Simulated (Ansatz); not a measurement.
# How well the gap of Ag3AuSe2 (I4_132) can be computed, part 2 of 2

The study climbs from cheap functionals to G0W0 on Ag3AuSe2 (I4_132) and then asks what each convergence step is worth.

Ansatz 0.2.0; density functionals, hybrids, G0W0, plane waves, PAW. Known limits of the many-body steps: not at the basis limit; d shell near the gap, gap tends to lie low; no spin-orbit coupling; coarse k mesh.

So far. Step 6 (G0W0, 2×2×2 mesh, 800 empty bands, screening to 80 eV …): The gap on the mesh goes from 0.46 eV to 0.61 eV, a correction of +0.14 eV. Between the two edge states, bare exchange in place of the xc potential would open the gap by 6.12 eV, and correlation takes back 5.98 eV. Step 7 (G0W0, 2×2×2 mesh, 1470 empty bands, screening to 120 …): Against the run with 2×2×2 mesh, 800 empty bands, screening to 80 eV, hard PAW files, the gap moves by +0.03 eV.

In doubt: one-shot GW on d or f shells is unsure (steps 6, 7, 8, 9, 10, 11, 12), so the values of those runs are not to be relied on; masses and optical values from hybrid runs of this build are listed as unsure (steps 11, 12), which bears on the screening that GW takes from such a start.

## 8. G0W0, 2×2×2 mesh, 2929 empty bands, screening to 190 eV, hard PAW files

Level of this step: G0W0 on r2SCAN, plane waves, PAW (Ansatz).

input.yaml

```yaml
crystal:
  lattice:
    - [-4.975, 4.975, 4.975]
    - [4.975, -4.975, 4.975]
    - [4.975, 4.975, -4.975]
  atoms:
    - { symbol: Ag, position: [0.25, 0.6207106707, 0.3707106707] }
    - { symbol: Ag, position: [0.6207106707, 0.75, 0.3707106707] }
    - { symbol: Ag, position: [0.75, 0.8792893293, 0.1292893293] }
    - { symbol: Ag, position: [0.8792893293, 0.25, 0.1292893293] }
    - { symbol: Ag, position: [0.3707106707, 0.25, 0.6207106707] }
    - { symbol: Ag, position: [0.3707106707, 0.6207106707, 0.75] }
    - { symbol: Ag, position: [0.1292893293, 0.75, 0.8792893293] }
    - { symbol: Ag, position: [0.1292893293, 0.8792893293, 0.25] }
    - { symbol: Ag, position: [0.25, 0.1292893293, 0.8792893293] }
    - { symbol: Ag, position: [0.6207106707, 0.3707106707, 0.25] }
    - { symbol: Ag, position: [0.75, 0.3707106707, 0.6207106707] }
    - { symbol: Ag, position: [0.8792893293, 0.1292893293, 0.75] }
    - { symbol: Se, position: [0.5378148057, 0.5378148057, 0.5378148057] }
    - { symbol: Se, position: [0.5378148057, 0.5, 0.0] }
    - { symbol: Se, position: [0.5, 0.0, 0.9621851943] }
    - { symbol: Se, position: [0.0, 0.5378148057, 0.5] }
    - { symbol: Se, position: [0.9621851943, 0.5, 0.0] }
    - { symbol: Se, position: [0.9621851943, 0.9621851943, 0.9621851943] }
    - { symbol: Se, position: [0.0, 0.9621851943, 0.5] }
    - { symbol: Se, position: [0.5, 0.0, 0.5378148057] }
    - { symbol: Au, position: [0.25, 0.25, 0.25] }
    - { symbol: Au, position: [0.25, 0.5, 0.0] }
    - { symbol: Au, position: [0.5, 0.0, 0.25] }
    - { symbol: Au, position: [0.0, 0.25, 0.5] }
kpoints:
  mp_grid: { grid: [2, 2, 2] }
hamiltonian:
  xc: r2scan
  pseudopotentials: { kind: paw, source: ansatz }
scf:
  occupations: { method: fixed }
gw:
  n_empty_bands: 2929
  ecut_chi: 190.0
  qp_bands: [v4, c4]
  qp_kpoints: band_edges
  screening: { model: contour_deformation }
```

Run with:

```console
ansatz run input.yaml --threads 16 --pin off --max-ram 82944MiB --backend cuda --events-out ev --progress --plain --runs-dir out --devices 1 --max-vram 78GiB
```

Numbers of over 12 decimals in the logs are rounded to 6 here.

Log:

```text
GPUs: using 1 of 1 available (devices: 1).
[...]
Crystal: 24 atoms, lattice volume = 492.537 Å³
Basis set: ecut = 930 eV, 31677 PW (Γ), exchange–correlation on 432×432×432 points (64 copies of the dense FFT grid, shifted against one another)
Bands: 260, of which v1, the nominal top of the filled ones, is band 216 counted from 1 (215 counted from 0)
Symmetry: 24 space group operations
[...]
k-points: 3 of 8
[...]
0   219     14.6301   -10.7825    -3.2833   -13.8841  0.7745    14.4495    14.4484  root
     0   220     15.0269   -11.9467    -3.7319   -15.5494  0.7702    14.8982    14.8976  root
[...]
2   217     15.8998   -10.9248    -3.6410   -14.4215  0.7666    15.7562    15.7555  root
     2   218     15.8998   -10.9248    -3.6410   -14.4215  0.7666    15.7562    15.7555  root
     2   219     15.8998   -10.9248    -3.6410   -14.4215  0.7666    15.7562    15.7555  root
     2   220     16.4440   -12.3409    -3.8084   -16.0839  0.7567    16.3787    16.3785  root
[key lines of the parts left out:]
SCF converged after 11 iterations
```

The job ended after 67 s (1 × NVIDIA GB200 (shared by 2 runs) with 16 threads of Arm Neoverse V2, shared host; peak memory 21 GiB; 2.8 min of CPU time).

Numbers from this step:

* bands summed: 3145
* RPA ε∞ on this mesh (eigenvalues): 22.95, 22.95, 22.95
* plane waves in the screening matrix: 2899
* G0W0 gap on the mesh: 0.6297 eV
* k of the valence top: 0, 0, 0
* k of the conduction bottom: 0, 0, 0
* starting gap on the mesh: 0.4610 eV
* least direct G0W0 gap on the computed points: 0.6297 eV

Against the run with 2×2×2 mesh, 1470 empty bands, screening to 120 eV, hard PAW files, the gap moves by −0.002 eV.

## 9. G0W0, 2×2×2 mesh, 5240 empty bands, screening to 280 eV, hard PAW files

input.yaml, as its differences from that of step 8:

```diff
@@ -38,4 +38,4 @@
 gw:
-  n_empty_bands: 2929
-  ecut_chi: 190.0
+  n_empty_bands: 5240
+  ecut_chi: 280.0
   qp_bands: [v4, c4]
```

Log:

```text
GPUs: using 1 of 1 available (devices: 1).
[...]
Crystal: 24 atoms, lattice volume = 492.537 Å³
Basis set: ecut = 930 eV, 31677 PW (Γ), exchange–correlation on 432×432×432 points (64 copies of the dense FFT grid, shifted against one another)
Bands: 260, of which v1, the nominal top of the filled ones, is band 216 counted from 1 (215 counted from 0)
Symmetry: 24 space group operations
[...]
k-points: 3 of 8
[...]
SCF iter   1: F=—  HF=-188040.015826 eV  |F-HF|=—  |Δ(HF+E_count)|=         —  Δρ=8.97e-2  dr2=8.24e1  dr2_τ=1.04e1  ethr=3.10e-3  ⟨swp⟩=4.3  Hψ=2122  notcnv=0  defer=121
[...]
SCF iter   6: F=—  HF=-188025.234841 eV  |F-HF|=—  |Δ(HF+E_count)|=   4.03e-3  Δρ=4.91e-4  dr2=1.90e-3  dr2_τ=2.39e-4  ethr=5.46e-6  ⟨swp⟩=2.0  Hψ=1014  notcnv=0  defer=124
[...]
SCF iter   9: F=—  HF=-188025.234949 eV  |F-HF|=—  |Δ(HF+E_count)|=   1.19e-5  Δρ=1.74e-5  dr2=2.85e-6  dr2_τ=1.45e-7  ethr=1.59e-8  ⟨swp⟩=2.0  Hψ=1201  notcnv=0  defer=110
[...]
SCF iter  11: F=-188025.234950 eV  HF=-188025.234950 eV  |F-HF|=6.98e-10  |Δ(HF+E_count)|=   4.25e-8  Δρ=1.22e-6  dr2=8.03e-9  dr2_τ=2.33e-9  ethr=2.31e-11  ⟨swp⟩=11.3  Hψ=3921  notcnv=0
SCF 1 converged in 11 iterations: F = -188025.234950 eV  dr2 = 8.03e-9
[...]
SCF converged after 11 iterations
[...]
0   213     13.5343   -24.6133     2.3778   -21.8806  0.7394    13.1723    13.1795  root
     0   214     13.5343   -24.6133     2.3778   -21.8806  0.7394    13.1723    13.1795  root
     0   215     13.8145   -24.4523     2.2871   -21.8004  0.7421    13.4420    13.4496  root
     0   216     13.8145   -24.4523     2.2871   -21.8004  0.7421    13.4420    13.4496  root
     0   217     14.2755   -13.3605    -3.6583   -16.8288  0.7666    14.0866    14.0855  root
     0   218     14.6301   -10.7825    -3.3205   -13.8841  0.7741    14.4127    14.4113  root
     0   219     14.6301   -10.7825    -3.3205   -13.8841  0.7741    14.4127    14.4113  root
     0   220     15.0269   -11.9467    -3.7873   -15.5494  0.7698    14.8434    14.8423  root
     1   213     13.2735   -24.2924     2.4634   -21.4496  0.7364    12.8853    12.8941  root
     1   214     13.3776   -24.5497     2.3885   -21.7771  0.7387    12.9843    12.9934  root
     1   215     13.5354   -25.1290     2.3299   -22.4418  0.7412    13.1708    13.1781  root
     1   216     13.7578   -24.3635     2.2297   -21.7677  0.7424    13.3840    13.3915  root
     1   217     15.1174   -11.7209    -3.7895   -15.3115  0.7663    14.9198    14.9185  root
     1   218     15.6777   -12.7690    -3.4239   -16.0377  0.7631    15.5233    15.5225  root
     1   219     16.0975   -11.3553    -3.9653   -15.1423  0.7624    15.9204    15.9193  root
     1   220     16.1522   -11.1376    -3.9238   -14.8769  0.7627    15.9689    15.9677  root
     2   213     12.9500   -26.4575     2.3769   -23.7096  0.7392    12.5708    12.5789  root
     2   214     13.0812   -26.5985     2.7620   -23.4753  0.7338    12.7122    12.7199  root
     2   215     13.0812   -26.5985     2.7620   -23.4753  0.7338    12.7122    12.7199  root
     2   216     13.0812   -26.5985     2.7620   -23.4753  0.7338    12.7122    12.7199  root
     2   217     15.8998   -10.9248    -3.6897   -14.4215  0.7663    15.7080    15.7067  root
     2   218     15.8998   -10.9248    -3.6897   -14.4215  0.7663    15.7080    15.7067  root
     2   219     15.8998   -10.9248    -3.6897   -14.4215  0.7663    15.7080    15.7067  root
     2   220     16.4440   -12.3409    -3.8719   -16.0839  0.7564    16.3156    16.3150  root
```

It took 4.4 min on 1 × NVIDIA GB200 (shared by 2 runs) with 16 threads; peak memory 35 GiB; 6.5 min of CPU time.

Numbers from this step:

```
bands summed                                 : 5456
RPA ε∞ on this mesh (eigenvalues)            : 22.92, 22.92, 22.92
plane waves in the screening matrix          : 5281
q-points in the mesh                         : 8
G0W0 gap on the mesh                         : 0.6359 eV
k of the valence top                         : 0, 0, 0
k of the conduction bottom                   : 0, 0, 0
starting gap on the mesh                     : 0.4610 eV
Z at the valence top                         : 0.7421
Z at the conduction bottom                   : 0.7666
least direct G0W0 gap on the computed points : 0.6359 eV
```

Against the run with 2×2×2 mesh, 2929 empty bands, screening to 190 eV, hard PAW files, the gap moves by +0.006 eV.

Limits: finite bands, cutoff and mesh; d shell near the gap, gap tends to lie low; no spin-orbit coupling; coarse k mesh. v1 is the top filled band, c1 the lowest empty one. The levels before and after the correction (eV, zero at the valence-band top of each column):

```tsv
	conduction bottom	valence top
Kohn-Sham	0.46	0.00
G0W0	0.64	0.00
```

```tsv
	level	occupation	energy (eV)
Kohn-Sham	Γ v4-v3	2	-0.280
Kohn-Sham	Γ v2-v1	2	0.000
Kohn-Sham	Γ c1	0	0.461
Kohn-Sham	Γ c2-c3	0	0.816
Kohn-Sham	Γ c4	0	1.212
G0W0	Γ v4-v3	2	-0.270
G0W0	Γ v2-v1	2	0.000
G0W0	Γ c1	0	0.636
G0W0	Γ c2-c3	0	0.962
G0W0	Γ c4	0	1.393
```

The parts of the quasiparticle energy at the two band edges (eV; QP = start + Σx + Σc − Vxc):

```tsv
run	edge	start	Σx	Σc	Vxc	Z	QP
1016 bands	valence top	13.81	-24.45	2.74	-21.80	0.75	13.90
1016 bands	conduction bottom	14.28	-13.36	-3.23	-16.83	0.77	14.51
1686 bands	valence top	13.81	-24.45	2.54	-21.80	0.74	13.70
1686 bands	conduction bottom	14.28	-13.36	-3.41	-16.83	0.77	14.33
3145 bands	valence top	13.81	-24.45	2.37	-21.80	0.74	13.54
3145 bands	conduction bottom	14.28	-13.36	-3.58	-16.83	0.77	14.17
5456 bands	valence top	13.81	-24.45	2.29	-21.80	0.74	13.45
5456 bands	conduction bottom	14.28	-13.36	-3.66	-16.83	0.77	14.09
```

## 10. G0W0@r2SCAN, 4×4×4 mesh, 800 empty bands, screening to 80 eV, hard PAW files

Only the mesh changes. It samples the long-range screening, which converges on its own terms. Bands and cutoff differ from the step before, so it is read against an earlier run that matches them.

input.yaml, as its differences from that of step 9:

```diff
@@ -31,3 +31,3 @@
 kpoints:
-  mp_grid: { grid: [2, 2, 2] }
+  mp_grid: { grid: [4, 4, 4] }
 hamiltonian:
@@ -38,4 +38,4 @@
 gw:
-  n_empty_bands: 5240
-  ecut_chi: 280.0
+  n_empty_bands: 800
+  ecut_chi: 80.0
   qp_bands: [v4, c4]
```

Log:

```text
GPUs: using 1 of 1 available (devices: 1).
[...]
Crystal: 24 atoms, lattice volume = 492.537 Å³
Basis set: ecut = 930 eV, 31677 PW (Γ), exchange–correlation on 432×432×432 points (64 copies of the dense FFT grid, shifted against one another)
Bands: 260, of which v1, the nominal top of the filled ones, is band 216 counted from 1 (215 counted from 0)
Symmetry: 24 space group operations
[...]
k-points: 8 of 64
[...]
1   218     15.0821   -12.3117    -2.7843   -15.2493  0.7857    15.2359    15.2353  root
     1   219     15.3831   -11.6244    -2.9750   -14.7442  0.7837    15.5284    15.5279  root
[...]
7   217     15.8976   -11.0200    -3.2526   -14.4249  0.7786    16.0505    16.0500  root
     7   218     15.8976   -11.0200    -3.2526   -14.4249  0.7786    16.0505    16.0500  root
     7   219     15.8976   -11.0200    -3.2526   -14.4249  0.7786    16.0505    16.0500  root
     7   220     16.4403   -12.4361    -3.4057   -16.1169  0.7696    16.7181    16.7154  root
[key lines of the parts left out:]
SCF converged after 11 iterations
```

Run time: 3 min. Hardware: 1 × NVIDIA GB200 (shared by 2 runs) with 16 threads; peak memory 17 GiB.

Numbers from this step:

```
bands summed                                 : 1016
RPA ε∞ on this mesh (eigenvalues)            : 13.59, 13.59, 13.59
plane waves in the screening matrix          : 791
G0W0 gap on the mesh                         : 0.6445 eV
k of the valence top                         : 0, 0, 0
k of the conduction bottom                   : 0, 0, 0
starting gap on the mesh                     : 0.4715 eV
least direct G0W0 gap on the computed points : 0.6445 eV
```

Against the run with 2×2×2 mesh, 800 empty bands, screening to 80 eV, hard PAW files, the gap moves by +0.04 eV.

## 11. G0W0@HSE06, 2×2×2 mesh, 1470 empty bands, screening to 120 eV, hard PAW files

The same correction from a different start measures what one shot leaves open. Bands and cutoff differ from the step before, so it is read against an earlier run that matches them.

This step: G0W0 on HSE06, plane waves, PAW.

input.yaml, as its differences from that of step 10:

```diff
@@ -31,5 +31,5 @@
 kpoints:
-  mp_grid: { grid: [4, 4, 4] }
+  mp_grid: { grid: [2, 2, 2] }
 hamiltonian:
-  xc: r2scan
+  xc: hse06
   pseudopotentials: { kind: paw, source: ansatz }
@@ -38,4 +38,4 @@
 gw:
-  n_empty_bands: 800
-  ecut_chi: 80.0
+  n_empty_bands: 1470
+  ecut_chi: 120.0
   qp_bands: [v4, c4]
```

Log:

```text
GPUs: using 1 of 1 available (devices: 1).
[...]
Crystal: 24 atoms, lattice volume = 492.537 Å³
Basis set: ecut = 617 eV, 17309 PW (Γ)
Bands: 260, of which v1, the nominal top of the filled ones, is band 216 counted from 1 (215 counted from 0)
Symmetry: 24 space group operations
[...]
k-points: 3 of 8
[...]
0   218     14.6651   -10.2723    -3.2402   -13.4387  0.8009    14.5914    14.5913  root
     0   219     14.6651   -10.2723    -3.2402   -13.4387  0.8009    14.5914    14.5913  root
     0   220     15.1497   -11.3241    -3.6593   -14.9372  0.7967    15.1035    15.1035  root
[...]
2   217     15.9923   -10.5289    -3.5270   -13.9933  0.7935    15.9298    15.9297  root
     2   218     15.9923   -10.5289    -3.5270   -13.9933  0.7935    15.9298    15.9297  root
     2   219     15.9923   -10.5289    -3.5270   -13.9933  0.7935    15.9298    15.9297  root
     2   220     16.6274   -11.7706    -3.6610   -15.3978  0.7854    16.5936    16.5935  root
```

The job ended after 2.8 min (1 × NVIDIA GB200 (shared by 2 runs) with 16 threads; peak memory 6.4 GiB; 9.6 min of CPU time).

This step gave:

| Item | Value |
| --- | --- |
| bands summed | 1686 |
| RPA ε∞ on this mesh (eigenvalues) | 13.57, 13.57, 13.57 |
| plane waves in the screening matrix | 1481 |
| G0W0 gap on the mesh | 0.8662 eV |
| k of the valence top | 0, 0, 0 |
| k of the conduction bottom | 0, 0, 0 |
| starting gap on the mesh | 0.9549 eV |
| least direct G0W0 gap on the computed points | 0.8662 eV |

Against the run with 2×2×2 mesh, 1470 empty bands, screening to 120 eV, hard PAW files on r2SCAN, the gap moves by +0.23 eV, while the start moved by +0.49 eV.

## 12. G0W0@PBE0, 2×2×2 mesh, 1470 empty bands, screening to 120 eV, hard PAW files

This step: G0W0 on PBE0, plane waves, PAW.

input.yaml, as its differences from that of step 11:

```diff
@@ -33,3 +33,3 @@
 hamiltonian:
-  xc: hse06
+  xc: pbe0
   pseudopotentials: { kind: paw, source: ansatz }
```

Log:

```text
GPUs: using 1 of 1 available (devices: 1).
[...]
Crystal: 24 atoms, lattice volume = 492.537 Å³
Basis set: ecut = 617 eV, 17309 PW (Γ)
Bands: 260, of which v1, the nominal top of the filled ones, is band 216 counted from 1 (215 counted from 0)
Symmetry: 24 space group operations
[...]
k-points: 3 of 8
[...]
0   218     14.9700   -10.2428    -3.1785   -13.1140  0.8191    14.6637    14.6627  root
     0   219     14.9700   -10.2428    -3.1785   -13.1140  0.8191    14.6637    14.6627  root
     0   220     15.4740   -11.2596    -3.5990   -14.5694  0.8151    15.1858    15.1849  root
[...]
2   217     16.3153   -10.5028    -3.4513   -13.6541  0.8129    16.0162    16.0152  root
     2   218     16.3153   -10.5028    -3.4513   -13.6541  0.8129    16.0162    16.0152  root
     2   219     16.3153   -10.5028    -3.4513   -13.6541  0.8129    16.0162    16.0152  root
     2   220     16.9709   -11.7026    -3.5768   -14.9947  0.8064    16.6872    16.6862  root
```

The job ended after 2.8 min (1 × NVIDIA GB200 (shared by 2 runs) with 16 threads; peak memory 6.4 GiB; 9.7 min of CPU time).

This step gave:

```
bands summed                                 : 1686
RPA ε∞ on this mesh (eigenvalues)            : 10.31, 10.31, 10.31
plane waves in the screening matrix          : 1481
G0W0 gap on the mesh                         : 1.046 eV
k of the valence top                         : 0, 0, 0
k of the conduction bottom                   : 0, 0, 0
starting gap on the mesh                     : 1.613 eV
least direct G0W0 gap on the computed points : 1.046 eV
```

Against the run with 2×2×2 mesh, 1470 empty bands, screening to 120 eV, hard PAW files on HSE06, the gap moves by +0.18 eV, while the start moved by +0.66 eV.

## 13. The ladder

Times are wall times on 1 × NVIDIA GB200 (shared by 2 runs) with 16 threads of Arm Neoverse V2, shared host, good to a factor of about two. G0W0 rows are gaps on the mesh, lowered by the amount that the mesh misses the start's edges, a rough step that assumes the same correction there.

```tsv
level	gap (eV)	least direct gap (eV)	time
r2SCAN	0.47	0.47	5.6 s
r2SCAN+SOC	0.49	0.49	7 s
HSE06	0.95	0.95	18 s
HSE06+SOC	0.97	0.97	74 s
G0W0@r2SCAN (800 empty bands, hard PAW)	0.61	-	16 s
G0W0@r2SCAN (1470 empty bands, hard PAW)	0.63	-	30 s
G0W0@r2SCAN (2929 empty bands, hard PAW)	0.63	-	67 s
G0W0@r2SCAN (5240 empty bands, hard PAW)	0.64	-	4.4 min
G0W0@r2SCAN (800 empty bands, 4×4×4, hard PAW)	0.64	-	3 min
G0W0@HSE06 (1470 empty bands, hard PAW)	0.87	-	2.8 min
G0W0@PBE0 (1470 empty bands, hard PAW)	1.05	-	2.8 min
```

## 14. Adding up the best estimate

```tsv
term	eV	running total (eV)
G0W0 on the mesh, top rung	0.636	0.636
to the limit (rungs level)	+0.000	0.636
shift on 4×4×4 less that on 2×2×2	+0.029	0.665
spin-orbit change, from r2SCAN	+0.023	0.687
```

Changes that are not added in, each against a run with equal bands and cutoff:

```tsv
change	eV
start HSE06	+0.23
start PBE0	+0.41
```

## 15. Summary of results

| Property | Result |
| --- | --- |
| r2SCAN gap | 0.47 eV, direct |
| HSE06 | 0.95 eV |
| G0W0, top rung on the mesh | 0.64 eV |
| best estimate, G0W0@r2SCAN with spin-orbit change | 0.69 eV |
| GW settings of the top rung | 2×2×2 mesh, 5240 empty bands, screening to 280 eV, hard PAW files |
| known limits | one-shot GW, static lattice; d shell near the gap, gap tends to lie low; coarse k mesh |

The best estimate for G0W0@r2SCAN is 0.69 eV, direct on the mesh, against 0.49 eV at the start (both with spin-orbit coupling). The rungs lie within 0.03 eV of each other (0.605, 0.632, 0.630 and 0.636 eV), no line can be drawn, and the top one is taken as the limit, which leaves about that much open. Of the changes left open the largest, +0.41 eV, comes from starting at PBE0. Among the functionals r2SCAN comes nearest: −0.19 eV from the estimate without its spin-orbit term (0.66 eV). That ranking leans on the start chosen for G0W0. All runs took 17 min, 89 % of it in G0W0. The 2×2×2 mesh is coarse for this cell (its supercell is 17 Å along the shortest edge). The RPA ε∞ on it, from the r2SCAN start, is 22.92; such meshes misread the long-range screening, most where the gap is narrow. A d shell, filled or nearly so, lies near the gap. One-shot GW converges very slowly in bands there, not always from below, and on a semilocal start the gap tends to come out low; starts rich in exact exchange can overshoot instead.

[Paths, hosts, dates, memory and timing lines, banners, echoed tables and standing remarks are left out of the program output.]

[Logs are printed without paths, hosts, clocks, repeated set-up lines and the standing remarks that a program may print on its own settings, such as how far it seeks lower states.]

[Runs of the session that timed out or met a known fault of the program may be left out.]

[Cells called generated may have been cut or substituted from an entry of the Crystallography Open Database or the Materials Project.]

[Hosts, paths, dates, database ids (printed as entryN), source tags and the programs' standing remarks are cut or masked in the printed files.]
